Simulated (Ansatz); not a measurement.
## How fast states decay through Ca3CdTe2O2

Wanted: the relaxed cell of Ca3CdTe2O2, its band edges and its decay constants. It is built by putting Te for part of the O in the Ca3CdO4 structure of space group Cmmm, with the volume rescaled by atomic radii. The parent structure comes from the Materials Project.

Program: Ansatz 0.2.0. Level of theory: PBE DFT, plane waves, PAW files, in the first sound run; inputs show where later runs differ. Results are calculated unless marked as measured.

The structure was built from a prototype and need not be the compound's stable phase.

### 1. The starting structure

It takes space group Cmmm (No. 65, orthorhombic). Conventional cell: a = 7.243 Å, b = 10.280 Å, c = 3.648 Å, α = 90.00°, β = 90.00°, γ = 90.00°. Nearest to Ca lie 2 O at 2.54 Å and 4 Te at 2.56 Å. Nearest to Ca lie 2 Te at 2.57 Å and 4 O at 2.57 Å. Cd has 4 Te at 2.58 Å and 2 O at 2.60 Å nearest. O has 5 Ca at 2.54 to 2.57 Å and 1 Cd at 2.60 Å nearest. Nearest to Te lie 4 Ca at 2.56 to 2.57 Å and 2 Cd at 2.58 Å. It derives from Ca3CdO4. Te for part of the O in the Ca3CdO4 structure of space group Cmmm. Farther neighbours and most contacts between anions are not listed.

Coordinates:

```cif
data_structure
_symmetry_space_group_name_H-M 'Cmmm'
_symmetry_Int_Tables_number 65
_cell_length_a 7.2426
_cell_length_b 10.2798
_cell_length_c 3.6483
_cell_angle_alpha 90.000
_cell_angle_beta 90.000
_cell_angle_gamma 90.000
_cell_volume 271.63
loop_
_atom_site_label
_atom_site_type_symbol
_atom_site_symmetry_multiplicity
_atom_site_Wyckoff_symbol
_atom_site_fract_x
_atom_site_fract_y
_atom_site_fract_z
_atom_site_occupancy
Ca1 Ca 2 b 0.50000 0.00000 0.00000 1
Ca2 Ca 4 f 0.25000 0.75000 0.50000 1
Cd1 Cd 2 a 0.00000 0.00000 0.00000 1
O1 O 4 i 0.50000 0.24740 0.00000 1
Te1 Te 4 h 0.25271 0.00000 0.50000 1
```

### 2. Cell and atoms at rest

The substituted atoms don't fit the parent's cell, so cell and atoms relax together. A small smearing keeps the run stable in case the gap closes on the way.

Contents of input.yaml:

```yaml
crystal:
  lattice:
    - [3.6213184293, -5.1398857195, 0.0]
    - [3.6213184293, 5.1398857195, 0.0]
    - [0.0, 0.0, 3.6483213901]
  atoms:
    - { symbol: Ca, position: [0.5, 0.5, 0.0] }
    - { symbol: Ca, position: [0.5, 0.0, 0.5] }
    - { symbol: Ca, position: [0.0, 0.5, 0.5] }
    - { symbol: Cd, position: [0.0, 0.0, 0.0] }
    - { symbol: O, position: [0.25259742, 0.74740258, 0.0] }
    - { symbol: Te, position: [0.25270534, 0.25270534, 0.5] }
    - { symbol: Te, position: [0.74729466, 0.74729466, 0.5] }
    - { symbol: O, position: [0.74740258, 0.25259742, 0.0] }
kpoints:
  mp_grid: { grid: [4, 4, 6] }
scf:
  occupations: { method: gaussian, width: 0.03 }
hamiltonian:
  xc: pbe
output:
  forces: true
  stress: true
relax:
  f_tol: 0.02
  max_steps: 60
  cell: {}
```

Run with:

```bash
$ ansatz run input.yaml --threads 2 --pin off --max-ram 4096MiB --backend cpu --events-out ev --progress --plain --runs-dir out
```

Numbers of over 12 decimals in the logs are rounded to 6 here.

The program printed:

```text
Engine: ansatz 0.2.0, aarch64-unknown-linux-gnu
Pseudopotentials: kind: paw
Pseudopotential: Ca, paw, valence charge 10, recommended cutoff 420 eV (normal), Ca.paw.azcp
Pseudopotential: Cd, paw, valence charge 20, recommended cutoff 420 eV (normal), Cd.paw.azcp
Pseudopotential: O, paw, valence charge 6, recommended cutoff 420 eV (normal), O.paw.azcp
Pseudopotential: Te, paw, valence charge 16, recommended cutoff 420 eV (normal), Te.paw.azcp
Functional definition: PBE
  parameter kappa = 0.804
  parameter beta = 0.066725
  exchange = pbe_x(kappa = kappa, mu = beta*pi^2/3)
  correlation = pbe_c(beta = beta)
Crystal: 8 atoms, lattice volume = 135.814 Å³
Basis set: ecut = 420 eV, 2613 PW (Γ), exchange–correlation on 90×90×50 points (8 copies of the dense FFT grid, shifted against one another)
Bands: 57, of which v1, the nominal top of the filled ones, is band 47 counted from 1 (46 counted from 0)
Symmetry: 8 space group operations
Space group: Cmmm (ITA 65), of the structure as read, at distance tolerance 5.1e-5 Å
k-points: 28 of 96
Non-local potential: Ca, projectors of the file, l = 0: 3, l = 1: 2, l = 2: 2
Non-local potential: Cd, projectors of the file, l = 0: 3, l = 1: 2, l = 2: 2, l = 3: 1
Non-local potential: O, projectors of the file, l = 0: 2, l = 1: 2, l = 2: 1
Non-local potential: Te, projectors of the file, l = 0: 2, l = 1: 2, l = 2: 2, l = 3: 2
PAW form: soft (Blöchl's): semilocal exchange-correlation on the pseudo side does not see the compensation charge
PAW one-centre angular grid: Ca, 110 points (default); XC on 64 Gauss nodes
PAW one-centre angular grid: Cd, 590 points (default); XC on 64 Gauss nodes
PAW one-centre angular grid: O, 110 points (default); XC on 64 Gauss nodes
PAW one-centre angular grid: Te, 590 points (default); XC on 64 Gauss nodes
Initial density: superposition of atomic densities (neutral atoms: chi_scale 0, normalization atom), corrected by the library's trained network
Initial wavefunctions: pseudopotential atomic-orbital guess
Functional: x = pbe(κ = 0.804, μ = 0.219515), c = pbe(β = 0.066725)
SCF iter   1: F=—  HF=-28799.922386 eV  |F-HF|=—  |Δ(HF+E_count)|=         —  Δρ=2.78e-3  dr2=9.62e-3  ethr=1.77e-3  ⟨swp⟩=10.0  Hψ=7650  notcnv=0  defer=10
preconditioner: auto → Resta (q_TF=auto, 2.566 Å⁻¹)  ε∞=3.8  [insulator: Δε(μ)=0.973 eV  Ē_g=14.773 eV  σ=0.030 eV  W_gap=1.00  n_scr=36 (ndim 8)  ℏωp=24.7 eV  f_vac=0.000  D(μ)=0.00/eV (n_scr^D=0)  ε∞_Penn≈3.8]
SCF iter   2: F=—  HF=-28799.921648 eV  |F-HF|=—  |Δ(HF+E_count)|=   7.38e-4  Δρ=1.54e-3  dr2=3.88e-3  ethr=1.02e-5  ⟨swp⟩=2.1  Hψ=2835  notcnv=0  defer=90
SCF iter   3: F=—  HF=-28799.921127 eV  |F-HF|=—  |Δ(HF+E_count)|=   5.21e-4  Δρ=6.18e-4  dr2=4.72e-4  ethr=4.13e-6  ⟨swp⟩=2.0  Hψ=2066  notcnv=0  defer=90
SCF iter   4: F=—  HF=-28799.921110 eV  |F-HF|=—  |Δ(HF+E_count)|=   1.62e-5  Δρ=1.62e-4  dr2=7.10e-5  ethr=5.03e-7  ⟨swp⟩=2.1  Hψ=2322  notcnv=0  defer=90
SCF iter   5: F=—  HF=-28799.921096 eV  |F-HF|=—  |Δ(HF+E_count)|=   1.45e-5  Δρ=6.01e-5  dr2=8.81e-6  ethr=7.55e-8  ⟨swp⟩=2.0  Hψ=1832  notcnv=0  defer=90
SCF iter   6: F=—  HF=-28799.921095 eV  |F-HF|=—  |Δ(HF+E_count)|=   1.17e-6  Δρ=2.08e-5  dr2=1.24e-6  ethr=9.37e-9  ⟨swp⟩=2.0  Hψ=1957  notcnv=0  defer=90
SCF iter   7: F=—  HF=-28799.921095 eV  |F-HF|=—  |Δ(HF+E_count)|=   2.57e-7  Δρ=6.52e-6  dr2=1.28e-7  ethr=1.32e-9  ⟨swp⟩=2.0  Hψ=2634  notcnv=0  defer=90
SCF iter   8: F=-28799.921095 eV  HF=-28799.921095 eV  |F-HF|=3.13e-9  |Δ(HF+E_count)|=   2.33e-8  Δρ=1.69e-6  dr2=4.19e-9  ethr=1.06e-10  ⟨swp⟩=4.9  Hψ=5310  notcnv=0
SCF 1 converged in 8 iterations: F = -28799.921095 eV  dr2 = 4.19e-9
  greatest PAW one-centre occupation: 1.000 electrons in one spin orbital (limit 2), on the Cd atom at site 3 (counted from 0), in its partial waves of l = 0
relax step   1: F+E_penalty+E_count = -28799.92109453 eV  Δ(F+E_penalty+E_count) = +0.000e0 eV  max|allowed force component| = 1.262e0 eV/Å  Δτ_max = 0.0000 Å  P = +39.361 GPa  Ω = 135.814 Å³  (8 SCF iters, dr2 threshold 1.00e-7 eV, accepted)
Crystal: 8 atoms, lattice volume = 153.798 Å³
Basis set: ecut = 420 eV, 3003 PW (Γ), exchange–correlation on 90×90×50 points (8 copies of the dense FFT grid, shifted against one another)
Initial density: handed on by an earlier stage of this run
Initial wavefunctions: those handed on with the density
iter 1 solved again at ethr=8.46e-4 eV; its pass at ethr=3.10e-3 eV (dr2=7.95e-1 eV) is discarded
SCF iter   1: F=—  HF=-28803.413763 eV  |F-HF|=—  |Δ(HF+E_count)|=         —  Δρ=1.28e-2  dr2=7.96e-1  ethr=8.46e-4  ⟨swp⟩=1.8  Hψ=8921  notcnv=0
preconditioner: auto → Resta (q_TF=auto, 2.513 Å⁻¹)  ε∞=3.5  [insulator: Δε(μ)=0.998 eV  Ē_g=14.646 eV  σ=0.030 eV  W_gap=1.00  n_scr=36 (ndim 8)  ℏωp=23.2 eV  f_vac=0.009  D(μ)=0.00/eV (n_scr^D=0)  ε∞_Penn≈3.5]
SCF iter   2: F=—  HF=-28803.246405 eV  |F-HF|=—  |Δ(HF+E_count)|=   1.67e-1  Δρ=4.49e-3  dr2=7.84e-2  ethr=8.46e-4  ⟨swp⟩=3.5  Hψ=2701  notcnv=0  defer=18
SCF iter   3: F=—  HF=-28803.227538 eV  |F-HF|=—  |Δ(HF+E_count)|=   1.89e-2  Δρ=1.79e-3  dr2=7.65e-3  ethr=8.34e-5  ⟨swp⟩=3.6  Hψ=2407  notcnv=0  defer=68
SCF iter   4: F=—  HF=-28803.226590 eV  |F-HF|=—  |Δ(HF+E_count)|=   9.48e-4  Δρ=5.11e-4  dr2=4.96e-4  ethr=8.14e-6  ⟨swp⟩=2.0  Hψ=2205  notcnv=0  defer=92
SCF iter   5: F=—  HF=-28803.226859 eV  |F-HF|=—  |Δ(HF+E_count)|=   2.70e-4  Δρ=1.90e-4  dr2=4.33e-5  ethr=5.28e-7  ⟨swp⟩=2.0  Hψ=2796  notcnv=0  defer=93
SCF iter   6: F=—  HF=-28803.226875 eV  |F-HF|=—  |Δ(HF+E_count)|=   1.56e-5  Δρ=5.87e-5  dr2=5.06e-6  ethr=4.61e-8  ⟨swp⟩=2.0  Hψ=2786  notcnv=0  defer=93
SCF iter   7: F=-28803.226877 eV  HF=-28803.226877 eV  |F-HF|=8.27e-8  |Δ(HF+E_count)|=   1.90e-6  Δρ=1.55e-5  dr2=3.78e-7  ethr=8.51e-10  ⟨swp⟩=5.0  Hψ=5829  notcnv=0
SCF 2 converged in 7 iterations: F = -28803.226877 eV  dr2 = 3.78e-7
relax step   2: F+E_penalty+E_count = -28803.22687676 eV  Δ(F+E_penalty+E_count) = -3.306e0 eV  max|allowed force component| = 7.393e-1 eV/Å  Δτ_max = 0.0362 Å  P = +19.257 GPa  Ω = 153.798 Å³  energy of the carried Pulay correction = -2.196e-2 eV  (7 SCF iters, dr2 threshold 8.00e-7 eV, accepted)
Crystal: 8 atoms, lattice volume = 172.733 Å³
Basis set: ecut = 420 eV, 3387 PW (Γ), exchange–correlation on 90×90×50 points (8 copies of the dense FFT grid, shifted against one another)
iter 1 solved again at ethr=7.87e-4 eV; its pass at ethr=3.10e-3 eV (dr2=7.39e-1 eV) is discarded
SCF iter   1: F=—  HF=-28804.979909 eV  |F-HF|=—  |Δ(HF+E_count)|=         —  Δρ=1.27e-2  dr2=7.44e-1  ethr=7.87e-4  ⟨swp⟩=2.0  Hψ=8882  notcnv=0
[...]
[... from here on, the SCF cycles and remarks between the steps are left out ...]
relax step   4: F+E_penalty+E_count = -28805.21617834 eV  Δ(F+E_penalty+E_count) = -4.085e-1 eV  max|allowed force component| = 2.349e-1 eV/Å  Δτ_max = 0.1552 Å  P = +1.094 GPa  Ω = 185.117 Å³  energy of the carried Pulay correction = -5.437e-2 eV  (8 SCF iters, dr2 threshold 8.00e-7 eV, accepted)
relax step   5: F+E_penalty+E_count = -28805.26599148 eV  Δ(F+E_penalty+E_count) = -4.981e-2 eV  max|allowed force component| = 1.562e-1 eV/Å  Δτ_max = 0.1352 Å  P = -0.012 GPa  Ω = 189.161 Å³  energy of the carried Pulay correction = -5.811e-2 eV  (7 SCF iters, dr2 threshold 8.00e-7 eV, accepted)
relax step   6: F+E_penalty+E_count = -28805.26749058 eV  Δ(F+E_penalty+E_count) = -1.499e-3 eV  max|allowed force component| = 6.210e-3 eV/Å  Δτ_max = 0.0094 Å  P = -0.089 GPa  Ω = 189.331 Å³  energy of the carried Pulay correction = -5.827e-2 eV  (6 SCF iters, dr2 threshold 8.00e-7 eV, accepted)
relax step   7: F+E_penalty+E_count = -28805.26995243 eV  Δ(F+E_penalty+E_count) = -2.462e-3 eV  max|allowed force component| = 2.597e-2 eV/Å  Δτ_max = 0.0046 Å  P = +0.063 GPa  Ω = 189.098 Å³  energy of the carried Pulay correction = -5.806e-2 eV  (6 SCF iters, dr2 threshold 4.19e-7 eV, accepted)
relax step   8: F+E_penalty+E_count = -28805.26993478 eV  Δ(F+E_penalty+E_count) = +1.765e-5 eV  max|allowed force component| = 6.336e-4 eV/Å  Δτ_max = 0.0021 Å  P = -0.007 GPa  Ω = 189.231 Å³  energy of the carried Pulay correction = -5.818e-2 eV  (5 SCF iters, dr2 threshold 4.22e-8 eV, accepted)
relax step   9: F+E_penalty+E_count = -28805.58286158 eV  Δ(F+E_penalty+E_count) = -3.129e-1 eV  max|allowed force component| = 5.273e-3 eV/Å  Δτ_max = 0.0000 Å  P = +2.034 GPa  Ω = 189.231 Å³  stress off target by 2.51e0 GPa  SCF on the basis re-selected at this cell (its energy is not comparable with the rows above)  (9 SCF iters)
relax step  10: F+E_penalty+E_count = -28805.62275260 eV  Δ(F+E_penalty+E_count) = -3.989e-2 eV  max|allowed force component| = 1.657e-2 eV/Å  Δτ_max = 0.0240 Å  P = +0.348 GPa  Ω = 195.396 Å³  energy of the carried Pulay correction = -6.370e-3 eV  (7 SCF iters, dr2 threshold 8.00e-7 eV, accepted)
relax step  11: F+E_penalty+E_count = -28805.62240479 eV  Δ(F+E_penalty+E_count) = +3.478e-4 eV  max|allowed force component| = 1.246e-2 eV/Å  Δτ_max = 0.0075 Å  P = -0.046 GPa  Ω = 196.971 Å³  energy of the carried Pulay correction = -8.248e-3 eV  (6 SCF iters, dr2 threshold 4.57e-7 eV, accepted)
relax step  12: F+E_penalty+E_count = -28805.62267866 eV  Δ(F+E_penalty+E_count) = -2.739e-4 eV  max|allowed force component| = 5.271e-4 eV/Å  Δτ_max = 0.0014 Å  P = -0.000 GPa  Ω = 196.791 Å³  energy of the carried Pulay correction = -8.028e-3 eV  (6 SCF iters, dr2 threshold 1.46e-8 eV, accepted)
Basis set: ecut = 420 eV, 3835 PW (Γ), exchange–correlation on 100×100×60 points (8 copies of the dense FFT grid, shifted against one another)
iter 1 solved again at ethr=6.81e-7 eV; its pass at ethr=3.10e-3 eV (dr2=6.40e-4 eV) is discarded
SCF iter   1: F=—  HF=-28805.629688 eV  |F-HF|=—  |Δ(HF+E_count)|=         —  Δρ=2.58e-4  dr2=1.51e-5  ethr=6.81e-7  ⟨swp⟩=3.6  Hψ=12215  notcnv=0
preconditioner: auto → Resta (q_TF=auto, 2.412 Å⁻¹)  ε∞=4.4  [insulator: Δε(μ)=0.946 eV  Ē_g=9.252 eV  σ=0.030 eV  W_gap=1.00  n_scr=48 (ndim 8)  ℏωp=17.2 eV  f_vac=0.018  D(μ)=0.00/eV (n_scr^D=0)  ε∞_Penn≈4.4]
SCF iter   2: F=—  HF=-28805.630660 eV  |F-HF|=—  |Δ(HF+E_count)|=   9.72e-4  Δρ=1.38e-4  dr2=1.35e-5  ethr=1.60e-8  ⟨swp⟩=2.0  Hψ=2188  notcnv=0
SCF iter   3: F=—  HF=-28805.630855 eV  |F-HF|=—  |Δ(HF+E_count)|=   1.95e-4  Δρ=8.24e-5  dr2=1.30e-6  ethr=1.44e-8  ⟨swp⟩=2.0  Hψ=2182  notcnv=0
SCF iter   4: F=—  HF=-28805.630808 eV  |F-HF|=—  |Δ(HF+E_count)|=   4.69e-5  Δρ=2.96e-5  dr2=1.85e-7  ethr=1.39e-9  ⟨swp⟩=2.0  Hψ=2182  notcnv=0
SCF iter   5: F=—  HF=-28805.630824 eV  |F-HF|=—  |Δ(HF+E_count)|=   1.61e-5  Δρ=5.77e-6  dr2=1.54e-8  ethr=1.97e-10  ⟨swp⟩=2.0  Hψ=2182  notcnv=0
SCF iter   6: F=—  HF=-28805.630825 eV  |F-HF|=—  |Δ(HF+E_count)|=   4.77e-7  Δρ=6.33e-7  dr2=2.36e-10  ethr=1.64e-11  ⟨swp⟩=2.0  Hψ=2192  notcnv=0
SCF iter   7: F=-28805.630825 eV  HF=-28805.630825 eV  |F-HF|=1.09e-11  |Δ(HF+E_count)|=   4.13e-9  Δρ=6.92e-8  dr2=1.67e-11  ethr=1.00e-12  ⟨swp⟩=5.0  Hψ=5541  notcnv=0
SCF 13 converged in 7 iterations: F = -28805.630825 eV  dr2 = 1.67e-11
relax step  13: F+E_penalty+E_count = -28805.63082457 eV  Δ(F+E_penalty+E_count) = -8.146e-3 eV  max|allowed force component| = 6.639e-4 eV/Å  Δτ_max = 0.0000 Å  P = +0.007 GPa  Ω = 196.791 Å³  stress off target by 1.17e-2 GPa  SCF on the basis re-selected at this cell (its energy is not comparable with the rows above)  (7 SCF iters)
basis re-selected at this cell: Δ(F+E_penalty+E_count) = -8.146e-3 eV, ΔP = +0.007 GPa vs the last step (what re-selecting the basis moved, of the pressure what is left beyond the Pulay correction that the steps carried, after the strain that the cell walked since its last selection, with what the two solves' SCF thresholds leave and, on support functions, any second-order correction that the steps lacked; it is no measure of the basis error at this ecutwfc). The dense FFT grid was sized anew with the basis: this SCF ran on 50×50×30 points, the steps before it on 48×48×27, so part of this shift can come from that change (see relax.cell in the input reference). [rest of the remark cut]
SCF converged after 7 iterations
Free energy (F): -28805.630825 eV
Harris-Foulkes:  -28805.630825 eV  (|F-HF|=1.09e-11)
Internal energy: -28805.630825 eV  (E = F + TS)
E sigma→0 (E₀):  -28805.630825 eV
Fermi energy:    7.945919 eV
--- Per-component energies (eV) ---
  E_band       = -1465.197686
  E_kinetic    = 2044.778780
  E_local      = -9944.892319  (includes V_loc(G=0)·N_el)
  E_nonlocal   = -299.926377
  E_hartree    = 4716.714840
  E_xc         = -986.969355
  E_vxc        = -1134.751562  (∫ρ·V_xc dr)
  E_paw        = -16297.737002  (= ΣΔE_a)
  E_vpaw       = -1563.840187  (= ΣTr[D̂ρ^β])
  E_aug_tail   = 0.004277  (compensation charges beyond the density's cutoff)
  E_ewald      = -8037.603669
  E_smearing   = -0.000000  (= −TS)
  E_closure    = 0.000000  (closes the sum)
  Σ components = -28805.630825   (vs F -28805.630825, Δ=0.00e0)
--- Forces (eV/Å), atoms counted from 1 ---
  atom   1  Ca    -0.00000000     0.00000000     0.00000000
  atom   2  Ca     0.00000000    -0.00000000     0.00000000
  atom   3  Ca    -0.00000000     0.00000000     0.00000000
  atom   4  Cd     0.00000000     0.00000000     0.00000000
  atom   5  O     -0.00000000    -0.00066390     0.00000000
  atom   6  Te     0.00015564    -0.00000000     0.00000000
  atom   7  Te    -0.00015564     0.00000000    -0.00000000
  atom   8  O      0.00000000     0.00066390    -0.00000000
  max |Σ_I F_I| component: 8.67e-19 eV/Å
--- Stress (GPa, compression-positive) ---
        0.009193      -0.000000       0.000000
       -0.000000       0.011651      -0.000000
        0.000000      -0.000000       0.000357
  P = ⅓ Tr σ = 0.0071 GPa (0.071 kbar)
--- Relaxed structure (11 steps of the walk, 11 accepted, 2 SCFs on fresh bases) ---
  F+E_penalty+E_count = -28805.63082457 eV   max|allowed force component| = 6.639e-4 eV/Å   (the final SCF, on the basis selected at the relaxed cell)
  cell:  # Å, volume = 196.7909 Å³
    - [4.054232, -5.962156, -7.867328515293936e-17]
    - [4.054232, 5.962156, 7.867328515293936e-17]
    - [0, 5.584276474552177e-17, 4.070643]
  atoms:
    - { symbol: Ca, position: [0.500000, 0.500000, 0] }
    - { symbol: Ca, position: [0.5, -3.0097126301614157e-17, 0.5] }
    - { symbol: Ca, position: [-2.541402492964367e-17, 0.5, 0.5] }
    - { symbol: Cd, position: [0, 0, 0] }
    - { symbol: O, position: [0.292382, 0.707618, -6.2227336013336205e-18] }
    - { symbol: Te, position: [0.232692, 0.232692, 0.5] }
    - { symbol: Te, position: [0.767308, 0.767308, 0.5] }
    - { symbol: O, position: [0.707618, 0.292382, 6.22273360133362e-18] }
```

It took 81 s on 2 threads of Arm Neoverse V2, shared host; peak memory 0.62 GiB; 2.7 min of CPU time.

The steps of the relaxation:

| step | energy less that of the first step (eV) | largest force component (eV/Å) | pressure (GPa) | volume (Å³) |
| --- | --- | --- | --- | --- |
| 1 | 0.0000 | 1.2616 | 39.36 | 135.81 |
| 2 | -3.3058 | 0.7393 | 19.26 | 153.80 |
| 3 | -4.8866 | 0.3883 | 6.58 | 172.73 |
| 4 | -5.2951 | 0.2349 | 1.09 | 185.12 |
| 5 | -5.3449 | 0.1562 | -0.01 | 189.16 |
| 6 | -5.3464 | 0.0062 | -0.09 | 189.33 |
| 7 | -5.3489 | 0.0260 | 0.06 | 189.10 |
| 8 | -5.3488 | 0.0006 | -0.01 | 189.23 |
| 9* | -5.6618 | 0.0053 | 2.03 | 189.23 |
| 10 | -5.7017 | 0.0166 | 0.35 | 195.40 |
| 11 | -5.7013 | 0.0125 | -0.05 | 196.97 |
| 12 | -5.7016 | 0.0005 | 0.00 | 196.79 |
| 13* | -5.7097 | 0.0007 | 0.01 | 196.79 |

Relaxation steps marked * repeat the geometry before them on a plane-wave basis chosen anew for their cell, so energy and pressure can jump there.

Forces are held to the 8 operations that the run works with; a distortion that breaks them can't arise in this run.

| cell as run | before | after | change |
| --- | --- | --- | --- |
| a (Å) | 6.287 | 7.210 | +14.7 % |
| b (Å) | 6.287 | 7.210 | +14.7 % |
| c (Å) | 3.648 | 4.071 | +11.6 % |
| γ (°) | 109.67 | 111.57 | +1.7 % |
| volume (Å³/atom) | 16.98 | 24.60 | +44.9 % |

The atoms that moved most (Å, as changes of fractional coordinates times the final cell):

| atom | dx | dy | dz | length |
| --- | --- | --- | --- | --- |
| O5 | 0.000 | -0.474 | 0.000 | 0.474 |
| O8 | 0.000 | 0.474 | 0.000 | 0.474 |
| Te6 | -0.162 | 0.000 | 0.000 | 0.162 |
| Te7 | 0.162 | 0.000 | 0.000 | 0.162 |

This step gave:

| Item | Value |
| --- | --- |
| free energy | -28805.6308 eV |
| Fermi energy | 7.946 eV |
| pressure | 0.007067 GPa |

The largest force component on a free atom ends at 6.6e-4 eV/Å.

(Continued in part 2 of 3.)

[Logs are printed without paths, hosts, clocks, repeated set-up lines and the standing remarks that a program may print on its own settings, such as how far it seeks lower states.]

[Hosts, paths, dates, database ids (printed as entryN), source tags and the programs' standing remarks are cut or masked in the printed files.]
